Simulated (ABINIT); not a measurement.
# A GW chain in ABINIT: AlN (F-43m), part 2 of 3

How does a plane-wave GW calculation on AlN (F-43m) run from the first input to the gap?

ABINIT 10.8.3; PBE and many-body steps on it, plane waves. Known limits of the many-body steps: not at the basis limit; coarse k mesh.

So far. Step 2 (Ground state): The gap is indirect, with the least direct gap 0.87 eV higher.

### Step 3. Bands along the symmetry lines

Level of this step: DFT, PBE, plane waves, norm-conserving pseudopotentials (ABINIT).

Levels along a band path, at the cheap level, show where the edges lie and whether the meshes to come will hold them.

run.abi reads:

```
acell 3*1.0 Angstrom
rprim 
  -0.000000000000 2.183993559600 2.183993559600
  2.183993559600 -0.000000000000 2.183993559600
  2.183993559600 2.183993559600 -0.000000000000
ntypat 2
znucl 13 7
natom 2
typat 1 2
xred 
  0.000000000000 0.000000000000 0.000000000000
  0.750000000000 0.750000000000 0.750000000000
pp_dirpath "pseudos"
pseudos "Al.upf, N.upf"
ecut 36
iscf -2
irdden 1
kptopt 0
nkpt 50
kpt 
  0.00000000 0.00000000 0.00000000
  -0.06250000 -0.06250000 0.00000000
  -0.12500000 -0.12500000 0.00000000
  -0.18750000 -0.18750000 0.00000000
  -0.25000000 -0.25000000 0.00000000
  -0.31250000 -0.31250000 0.00000000
  -0.37500000 -0.37500000 0.00000000
  -0.43750000 -0.43750000 0.00000000
  -0.50000000 -0.50000000 0.00000000
  -0.48437500 -0.48437500 0.03125000
  -0.46875000 -0.46875000 0.06250000
  -0.45312500 -0.45312500 0.09375000
  -0.43750000 -0.43750000 0.12500000
  -0.42187500 -0.42187500 0.15625000
  -0.40625000 -0.40625000 0.18750000
  -0.39062500 -0.39062500 0.21875000
  -0.37500000 -0.37500000 0.25000000
  -0.37500000 0.00000000 0.37500000
  -0.32812500 0.00000000 0.32812500
  -0.28125000 0.00000000 0.28125000
  -0.23437500 0.00000000 0.23437500
  -0.18750000 0.00000000 0.18750000
  -0.14062500 0.00000000 0.14062500
  -0.09375000 0.00000000 0.09375000
  -0.04687500 0.00000000 0.04687500
  0.00000000 0.00000000 0.00000000
  0.00000000 0.00000000 0.06250000
  0.00000000 0.00000000 0.12500000
  0.00000000 0.00000000 0.18750000
  0.00000000 0.00000000 0.25000000
  0.00000000 0.00000000 0.31250000
  0.00000000 0.00000000 0.37500000
  0.00000000 0.00000000 0.43750000
  0.00000000 0.00000000 0.50000000
  -0.06250000 -0.03125000 0.46875000
  -0.12500000 -0.06250000 0.43750000
  -0.18750000 -0.09375000 0.40625000
  -0.25000000 -0.12500000 0.37500000
  -0.31250000 -0.15625000 0.34375000
  -0.37500000 -0.18750000 0.31250000
  -0.43750000 -0.21875000 0.28125000
  -0.50000000 -0.25000000 0.25000000
  -0.50000000 -0.28125000 0.21875000
  -0.50000000 -0.31250000 0.18750000
  -0.50000000 -0.34375000 0.15625000
  -0.50000000 -0.37500000 0.12500000
  -0.50000000 -0.40625000 0.09375000
  -0.50000000 -0.43750000 0.06250000
  -0.50000000 -0.46875000 0.03125000
  -0.50000000 -0.50000000 0.00000000
istwfk *1
nband 11
nbdbuf 2
tolwfr 1e-08
nstep 40
prtwf 0
prtvol 0
indata_prefix "in"
outdata_prefix "out"
tmpdata_prefix "tmp"
```

On the command line:

```console
> OMP_NUM_THREADS=1 mpirun -n 4 abinit run.abi > log
```

Numbers of over 12 decimals in the logs are rounded to 6 here.

What it wrote:

```text
.Version 10.8.3 of ABINIT. v10.8.2 released Aug 2026.

 Symmetries : space group F-4 3 m (#216); Bravais cF (face-center cubic)
[... echo of the input left out ...]
== DATASET  1 ==================================================================
-   mpi_nproc: 4, omp_nthreads: 1 (-1 if OMP is not activated)

--- !DatasetInfo
iteration_state: {dtset: 1, }
dimensions: {natom: 2, nkpt: 50, mband: 11, nsppol: 1, nspinor: 1, nspden: 1, mpw: 1475, }
cutoff_energies: {ecut:  36.0, pawecutdg:  -1.0, }
electrons: {nelect:   8.00000000E+00, charge:   0.00000000E+00, occopt:   1.00000000E+00, tsmear:   1.00000000E-02, }

 Real(R)+Recip(G) space primitive vectors, cartesian coordinates (Bohr,Bohr^-1):
 R(1)=  0.0000000  4.1271497  4.1271497  G(1)= -0.1211490  0.1211490  0.1211490
 R(2)=  4.1271497  0.0000000  4.1271497  G(2)=  0.1211490 -0.1211490  0.1211490
 R(3)=  4.1271497  4.1271497  0.0000000  G(3)=  0.1211490  0.1211490 -0.1211490
 Unit cell volume ucvol=  1.4059849E+02 bohr^3
 Angles (23,13,12)=  6.00000000E+01  6.00000000E+01  6.00000000E+01 degrees

 getcut: wavevector=  0.0000  0.0000  0.0000  ngfft=  32  32  32
         ecut(hartree)=     36.000   => boxcut(ratio)=   2.02987

--- Pseudopotential description ------------------------------------------------
- Al Generated using ONCVPSP code by D. R. Hamann
- 13.00000   3.00000  171031                  znucl, zion, pspdat
12 -101130 2 -1 1876                          pspcod,pspxc,lmax,lloc,mmax
     nproj     2     2     2
  pspatm : epsatm=    4.08140545
         --- l  ekb(1:nproj) -->
             0    5.126667    0.728291
             1    7.287548    0.832437
             2   -2.770497   -0.637722
 pspatm: atomic psp has been read  and splines computed

- N Generated using ONCVPSP code by D. R. Hamann
-  7.00000   5.00000  171031                  znucl, zion, pspdat
12 -101130 1 -1 1058                          pspcod,pspxc,lmax,lloc,mmax
     nproj     2     2     0
  pspatm : epsatm=    5.20977870
         --- l  ekb(1:nproj) -->
[...]
pspatm: atomic psp has been read  and splines computed

--------------------------------------------------------------------------------

================================================================================
 prteigrs : about to open file out_EIG
 Non-SCF case, kpt    1 (  0.00000  0.00000  0.00000), residuals and eigenvalues=
  9.71E-10  2.77E-09  4.29E-09  7.32E-09  6.57E-10  1.48E-09  2.28E-09  8.19E-09
[...]
-3.6046E-01  1.8958E-01  1.8958E-01  1.8958E-01  3.4363E-01  6.5223E-01
  6.5223E-01  6.5223E-01  8.4170E-01  8.4170E-01  8.9101E-01
 Non-SCF case, kpt    2 ( -0.06250 -0.06250  0.00000), residuals and eigenvalues=
  1.61E-09  4.70E-09  3.30E-09  4.21E-09  2.01E-09  3.11E-09  1.76E-09  3.04E-09
[...]
-3.5763E-01  1.7673E-01  1.8652E-01  1.8652E-01  3.5768E-01  6.4259E-01
[...]
5.51E-09  4.84E-09  2.51E-09  3.94E-09  1.53E-09  4.56E-09  1.74E-09  7.44E-09
[...]
-3.4934E-01  1.4803E-01  1.7814E-01  1.7814E-01  3.8760E-01  6.1896E-01
  6.6769E-01  6.6769E-01  6.9898E-01  8.5904E-01  9.2688E-01
[...]
Non-SCF case, kpt   49 ( -0.50000 -0.46875  0.03125), residuals and eigenvalues=
[...]
-2.6170E-01  1.0381E-02  1.2267E-01  1.2270E-01  3.1521E-01  5.1016E-01
  6.9990E-01  7.6114E-01  7.6755E-01  1.0562E+00  1.0588E+00
 Non-SCF case, kpt   50 ( -0.50000 -0.50000  0.00000), residuals and eigenvalues=
[...]
-2.6178E-01  9.5895E-03  1.2433E-01  1.2433E-01  3.1176E-01  5.0752E-01
  7.0112E-01  7.6645E-01  7.6645E-01  1.0537E+00  1.0698E+00

--- !ResultsGS
iteration_state: {dtset: 1, }
comment   : Summary of ground state results
lattice_vectors:
- [ -0.0000000,   4.1271497,   4.1271497, ]
- [  4.1271497,  -0.0000000,   4.1271497, ]
- [  4.1271497,   4.1271497,  -0.0000000, ]
lattice_lengths: [   5.83667,    5.83667,    5.83667, ]
lattice_angles: [ 60.000,  60.000,  60.000, ] # degrees, (23, 13, 12)
lattice_volume:   1.4059849E+02
convergence: {deltae:  0.000E+00, res2:  0.000E+00, residm:  9.997E-09, diffor:  0.000E+00, }
etotal    :  -1.27923967E+01
entropy   :   0.00000000E+00
fermie    :   1.89575042E-01
cartesian_stress_tensor: null
pressure_GPa: null
xred      :
- [  0.0000E+00,   0.0000E+00,   0.0000E+00, Al]
- [  7.5000E-01,   7.5000E-01,   7.5000E-01,  N]
cartesian_forces: null
force_length_stats: {min: null, max: null, mean: null, }

 Integrated electronic density in atomic spheres:
 ------------------------------------------------
 Atom  Sphere_radius  Integrated_density
[...]
================================================================================

 ----iterations are completed or convergence reached----

 Mean square residual over all n,k,spin=   46.700E-10; max=  99.965E-10
 reduced coordinates (array xred) for    2 atoms
[...]
cartesian coordinates (angstrom) at end:
    1      0.000000     0.000000     0.000000
    2      3.275990     3.275990     3.275990
 length scales=  1.889726125908  1.889726125908  1.889726125908 bohr
              =  1.000000000000  1.000000000000  1.000000000000 angstroms
 prteigrs : about to open file out_EIG
 Eigenvalues (hartree) for nkpt=  50  k points:
 kpt#   1, nband= 11, wtk=  1.00000, kpt=  0.0000  0.0000  0.0000 (reduced coord)
[...]
kpt#   2, nband= 11, wtk=  1.00000, kpt= -0.0625 -0.0625  0.0000 (reduced coord)
[...]
kpt#   3, nband= 11, wtk=  1.00000, kpt= -0.1250 -0.1250  0.0000 (reduced coord)
[...]
kpt#  49, nband= 11, wtk=  1.00000, kpt= -0.5000 -0.4687  0.0313 (reduced coord)
  -0.26170    0.01038    0.12267    0.12270    0.31521    0.51016    0.69990    0.76114
   0.76755    1.05617    1.05884
 kpt#  50, nband= 11, wtk=  1.00000, kpt= -0.5000 -0.5000  0.0000 (reduced coord)
  -0.26178    0.00959    0.12433    0.12433    0.31176    0.50752    0.70112    0.76645
   0.76645    1.05374    1.06976

== END DATASET(S) ==============================================================
================================================================================

 -outvars: echo values of variables after computation  --------
            nband          11
             nkpt          50
          spgroup         216
 [... the other variables as echoed above ...]

 Calculation completed.
```

Wall time 3.8 s (4 MPI ranks of Arm Neoverse V1, shared host); peak memory 0.24 GiB; 15 s of CPU time.

Numbers from this step:

```
gap                        : 3.325 eV
k of the valence top       : 0, 0, 0
k of the conduction bottom : -0.5, -0.5, 0
least direct gap           : 4.192 eV
```

The gap is 3.325 eV, as in the run before at this level.

The electronic bands at the labelled points (eV, zero at the top of the highest filled band; v1 is the highest filled band, c1 the lowest empty one):

```csv
point,v4,v3,v2,v1,c1,c2,c3,c4
Γ,-14.97,0.00,0.00,0.00,4.19,12.59,12.59,12.59
halfway,-13.84,-2.88,-0.98,-0.98,5.96,10.29,11.51,14.02
X,-12.28,-4.90,-1.78,-1.78,3.32,8.65,13.92,15.70
halfway,-12.27,-4.73,-2.47,-1.67,3.96,9.19,13.67,15.23
U,-12.30,-4.25,-3.63,-1.37,5.17,10.12,13.05,14.17
jump to K,-12.30,-4.25,-3.63,-1.37,5.17,10.12,13.05,14.17
halfway,-13.74,-3.54,-1.50,-0.20,7.34,10.30,11.41,12.58
Γ,-14.97,0.00,0.00,0.00,4.19,12.59,12.59,12.59
halfway,-14.12,-3.26,-0.26,-0.26,6.45,10.98,12.35,12.35
L,-12.92,-5.86,-0.48,-0.48,7.39,9.85,11.17,11.17
halfway,-12.60,-5.14,-2.22,-1.12,7.11,9.26,12.17,12.69
W,-12.23,-3.77,-3.44,-2.70,6.05,11.45,11.98,12.16
halfway,-12.25,-4.56,-2.40,-2.29,4.57,9.69,13.40,13.89
X,-12.28,-4.90,-1.78,-1.78,3.32,8.65,13.92,15.70
```

The electronic bands as a text plot (rows in eV, shown from -8.0 to 9.3 only):

```
    9.0 |         ++++++      ++                    +++       +++
    8.2 |                     ++                    +
    7.5 |                   ++  +              +++++ +
    6.8 |                        ++         +++       ++
    6.1 |    +++           +               +            ++++
    5.4 |  ++   ++        +        ++    ++                 +
    4.6 | +              +           +  +                    +
    3.9 |+        +++  ++             ++                      ++
    3.2 |            ++                                         +
    2.5 |
    1.7 |
    1.0 |
    0.3 |*                         ******
   -0.4 | ****              **********  *************
   -1.1 |  ** ****       ***    *****    **         ****
   -1.9 |    *    *******                  *         ** *     ***
   -2.6 |     **       **     ** **                    * *****
   -3.3 |       **       *****  *           *           *****
   -4.0 |         *      ***  **             **         *****
   -4.8 |          ******   **                 *       *     ****
   -5.5 |                                       * *****
   -6.2 |                                        *
   -6.9 |
   -7.6 |
         Γ           X  U|K            Γ         L        W     X
```

### Step 4. Empty states on the mesh, 4×4×4 mesh, 23 bands

The sums over transitions need many empty states on a uniform mesh; this step solves for them.

run.abi reads:

```
acell 3*1.0 Angstrom
rprim 
  -0.000000000000 2.183993559600 2.183993559600
  2.183993559600 -0.000000000000 2.183993559600
  2.183993559600 2.183993559600 -0.000000000000
ntypat 2
znucl 13 7
natom 2
typat 1 2
xred 
  0.000000000000 0.000000000000 0.000000000000
  0.750000000000 0.750000000000 0.750000000000
pp_dirpath "pseudos"
pseudos "Al.upf, N.upf"
ecut 36
ngkpt 4 4 4
nshiftk 1
shiftk 0 0 0
kptopt 1
chksymbreak 0
iscf -2
irdden 1
istwfk *1
nband 23
nbdbuf 4
tolwfr 1e-09
nstep 60
prtvol 0
indata_prefix "in"
outdata_prefix "out"
tmpdata_prefix "tmp"
```

What it wrote:

```text
.Version 10.8.3 of ABINIT. v10.8.2 released Aug 2026.

 Symmetries : space group F-4 3 m (#216); Bravais cF (face-center cubic)
[... echo of the input left out ...]
== DATASET  1 ==================================================================
-   mpi_nproc: 4, omp_nthreads: 1 (-1 if OMP is not activated)

--- !DatasetInfo
iteration_state: {dtset: 1, }
dimensions: {natom: 2, nkpt: 8, mband: 23, nsppol: 1, nspinor: 1, nspden: 1, mpw: 1475, }
cutoff_energies: {ecut:  36.0, pawecutdg:  -1.0, }
electrons: {nelect:   8.00000000E+00, charge:   0.00000000E+00, occopt:   1.00000000E+00, tsmear:   1.00000000E-02, }

 Real(R)+Recip(G) space primitive vectors, cartesian coordinates (Bohr,Bohr^-1):
 R(1)=  0.0000000  4.1271497  4.1271497  G(1)= -0.1211490  0.1211490  0.1211490
 R(2)=  4.1271497  0.0000000  4.1271497  G(2)=  0.1211490 -0.1211490  0.1211490
 R(3)=  4.1271497  4.1271497  0.0000000  G(3)=  0.1211490  0.1211490 -0.1211490
 Unit cell volume ucvol=  1.4059849E+02 bohr^3
 Angles (23,13,12)=  6.00000000E+01  6.00000000E+01  6.00000000E+01 degrees

 getcut: wavevector=  0.0000  0.0000  0.0000  ngfft=  32  32  32
         ecut(hartree)=     36.000   => boxcut(ratio)=   2.02987

--- Pseudopotential description ------------------------------------------------
- Al Generated using ONCVPSP code by D. R. Hamann
- 13.00000   3.00000  171031                  znucl, zion, pspdat
12 -101130 2 -1 1876                          pspcod,pspxc,lmax,lloc,mmax
     nproj     2     2     2
  pspatm : epsatm=    4.08140545
         --- l  ekb(1:nproj) -->
             0    5.126667    0.728291
             1    7.287548    0.832437
             2   -2.770497   -0.637722
 pspatm: atomic psp has been read  and splines computed

- N Generated using ONCVPSP code by D. R. Hamann
-  7.00000   5.00000  171031                  znucl, zion, pspdat
12 -101130 1 -1 1058                          pspcod,pspxc,lmax,lloc,mmax
     nproj     2     2     0
  pspatm : epsatm=    5.20977870
         --- l  ekb(1:nproj) -->
[...]
pspatm: atomic psp has been read  and splines computed

--------------------------------------------------------------------------------

================================================================================
 prteigrs : about to open file out_EIG
 Non-SCF case, kpt    1 (  0.00000  0.00000  0.00000), residuals and eigenvalues=
  2.90E-10  1.32E-10  2.39E-10  5.21E-10  4.90E-10  3.78E-11  5.33E-11  1.50E-10
  1.06E-10  5.40E-10  7.57E-11  2.75E-10  8.19E-10  4.15E-11  3.11E-10  1.29E-10
  4.15E-10  6.50E-10  5.34E-10  5.12E-10  5.81E-08  4.18E-09  8.30E-09
 -3.6046E-01  1.8958E-01  1.8958E-01  1.8958E-01  3.4363E-01  6.5223E-01
  6.5223E-01  6.5223E-01  8.4170E-01  8.4170E-01  8.9101E-01  8.9101E-01
  8.9101E-01  9.6680E-01  1.1470E+00  1.4588E+00  1.4588E+00  1.4588E+00
  1.8354E+00  1.8354E+00  1.8354E+00  1.8966E+00  1.8966E+00
 prteigrs : prtvol=0 or 1, do not print more k-points.

--- !ResultsGS
iteration_state: {dtset: 1, }
comment   : Summary of ground state results
lattice_vectors:
- [ -0.0000000,   4.1271497,   4.1271497, ]
- [  4.1271497,  -0.0000000,   4.1271497, ]
- [  4.1271497,   4.1271497,  -0.0000000, ]
lattice_lengths: [   5.83667,    5.83667,    5.83667, ]
lattice_angles: [ 60.000,  60.000,  60.000, ] # degrees, (23, 13, 12)
lattice_volume:   1.4059849E+02
convergence: {deltae:  0.000E+00, res2:  0.000E+00, residm:  9.821E-10, diffor:  0.000E+00, }
etotal    :  -1.27923967E+01
entropy   :   0.00000000E+00
fermie    :   1.89575042E-01
cartesian_stress_tensor: null
pressure_GPa: null
xred      :
- [  0.0000E+00,   0.0000E+00,   0.0000E+00, Al]
- [  7.5000E-01,   7.5000E-01,   7.5000E-01,  N]
cartesian_forces: null
force_length_stats: {min: null, max: null, mean: null, }

 Integrated electronic density in atomic spheres:
 ------------------------------------------------
 Atom  Sphere_radius  Integrated_density
[...]
================================================================================

 ----iterations are completed or convergence reached----

 Mean square residual over all n,k,spin=   41.216E-11; max=  98.209E-11
 reduced coordinates (array xred) for    2 atoms
       0.000000000000      0.000000000000      0.000000000000
       0.750000000000      0.750000000000      0.750000000000

 cartesian coordinates (angstrom) at end:
    1      0.000000     0.000000     0.000000
    2      3.275990     3.275990     3.275990
 length scales=  1.889726125908  1.889726125908  1.889726125908 bohr
              =  1.000000000000  1.000000000000  1.000000000000 angstroms
 prteigrs : about to open file out_EIG
 Eigenvalues (hartree) for nkpt=   8  k points:
 kpt#   1, nband= 23, wtk=  0.01563, kpt=  0.0000  0.0000  0.0000 (reduced coord)
  -0.36046    0.18958    0.18958    0.18958    0.34363    0.65223    0.65223    0.65223
   0.84170    0.84170    0.89101    0.89101    0.89101    0.96680    1.14704    1.45884
   1.45884    1.45884    1.83537    1.83537    1.83537    1.89660    1.89660
 prteigrs : prtvol=0 or 1, do not print more k-points.

== END DATASET(S) ==============================================================
================================================================================

 -outvars: echo values of variables after computation  --------
            nband          23
             nkpt           8
          spgroup         216
 [... the other variables as echoed above ...]

 Calculation completed.
```

It took 2.6 s on 4 MPI ranks; peak memory 0.07 GiB.

This step gave:

```yaml
gap: 3.325 eV
k_of_the_valence_top: 0, 0, 0
k_of_the_conduction_bottom: 0.5, 0.5, 0
least_direct_gap: 4.192 eV
k_points_computed: 8
lowest_point_of_the_top_converged_band_above_the_valence_top: 36.52 eV
```

On this mesh the gap is 3.325 eV.

### Step 5. Screening, 4×4×4 mesh, 19 bands, screening to 108.8 eV

The RPA dielectric matrix is built and inverted for each q.

This step: RPA screening on PBE, plane waves, norm-conserving pseudopotentials.

run.abi: that of step 4 with these lines changed.

```diff
@@ -20,10 +20,11 @@
 chksymbreak 0
-iscf -2
-irdden 1
 istwfk *1
-nband 23
-nbdbuf 4
-tolwfr 1e-09
-nstep 60
-prtvol 0
+occopt 1
+irdwfk 1
+optdriver 3
+nband 19
+ecuteps 4
+inclvkb 2
+awtr 1
+symchi 1
 indata_prefix "in"
```

What it wrote:

```text
.Version 10.8.3 of ABINIT. v10.8.2 released Aug 2026.

 Symmetries : space group F-4 3 m (#216); Bravais cF (face-center cubic)
[... echo of the input left out ...]
== DATASET  1 ==================================================================
-   mpi_nproc: 4, omp_nthreads: 1 (-1 if OMP is not activated)

--- !DatasetInfo
iteration_state: {dtset: 1, }
dimensions: {natom: 2, nkpt: 8, mband: 19, nsppol: 1, nspinor: 1, nspden: 1, mpw: 1475, }
cutoff_energies: {ecut:  36.0, pawecutdg:  -1.0, }
electrons: {nelect:   8.00000000E+00, charge:   0.00000000E+00, occopt:   1.00000000E+00, tsmear:   1.00000000E-02, }

 SCREENING: Calculation of the susceptibility and dielectric matrices

 Based on a program developped by R.W. Godby, V. Olevano, G. Onida, and L. Reining.
 Incorporated in ABINIT by V. Olevano, G.-M. Rignanese, and M. Torrent.
.Using double precision arithmetic ; gwpc =  8

[... cell and pseudopotentials left out ...]
--------------------------------------------------------------------------------

 ==== K-mesh for the wavefunctions ====
 Number of points in the irreducible wedge :     8
[... list of points left out ...]
 Together with 24 symmetry operations and time-reversal symmetry
 yields    64 points in the full Brillouin Zone.

 ==== Q-mesh for the screening function ====
 Number of points in the irreducible wedge :     8
[... list of points left out ...]
 Together with 24 symmetry operations and time-reversal symmetry
 yields    64 points in the full Brillouin Zone.

 setmesh: FFT mesh size selected  =    24x   24x   24
          total number of points  =        13824

 vcoul_init : cutoff-mode = AUXILIARY_FUNCTION
 q-points for optical limit:   1
     1)      0.000010    0.000020    0.000030

- screening: taking advantage of time-reversal symmetry
- Maximum band index for partially occupied states nbvw = 4
- Remaining bands to be divided among processors   nbcw = 15
- Number of bands treated by each node ~3

 Number of electrons calculated from density =    8.0000; Expected =    8.0000
 average of density, n =  0.056900
 r_s =    1.6129
 omega_plasma =   23.0097 [eV]

 calculating chi0 at frequencies [eV] :
  1    0.000000E+00    0.000000E+00
  2    0.000000E+00    2.300966E+01

--------------------------------------------------------------------------------
  q-point number  1        q = ( 0.000000, 0.000000, 0.000000) [r.l.u.]
--------------------------------------------------------------------------------
[... chi0 elements left out ...]
 For q-point:  0.000010 0.000020 0.000030
  dielectric constant =   4.8736
  dielectric constant without local fields =   5.3174

  Average fulfillment of the sum rule on Im[epsilon] for q-point    1 :     36.45  [%]
[... wings left out ...]
  q-point number  2        q = ( 0.250000, 0.000000, 0.000000) [r.l.u.]
--------------------------------------------------------------------------------
[... chi0 elements left out ...]
  Average fulfillment of the sum rule on Im[epsilon] for q-point    2 :     69.08  [%]

 [... 6 further q-points ...]
```

Wall time 2.8 s (4 MPI ranks); peak memory 0.08 GiB; 11 s of CPU time.

Numbers from this step:

```
ε∞ with local fields, on this mesh, along the program's q direction : 4.874
the same without local fields                                       : 5.317
plasma frequency                                                    : 23.01 eV
plane waves in the screening matrix                                 : 59
```

Local fields lower ε∞ by 8 %. On a Γ-centred mesh this coarse the value itself is usually too large, while a short band sum pulls it down.

(Part 2 of 3 ends here.)

[Paths, hosts, dates, memory and timing lines, banners, echoed tables and standing remarks are left out of the program output.]

[Logs are printed without paths, hosts, clocks, repeated set-up lines and the standing remarks that a program may print on its own settings, such as how far it seeks lower states.]

[Runs of the session that timed out or met a known fault of the program may be left out.]

[Hosts, paths, dates, database ids (printed as entryN), source tags and the programs' standing remarks are cut or masked in the printed files.]

[G0W0 gaps are taken among the corrected bands and points alone; a level outside them can change the order at an edge.]

[Where Ansatz stands beside ABINIT at settings called matched, ABINIT's density can come from a denser mesh and the files from another edition; pairs whose starting gaps differed by over 0.03 eV were left out, so agreement reads better than it is.]
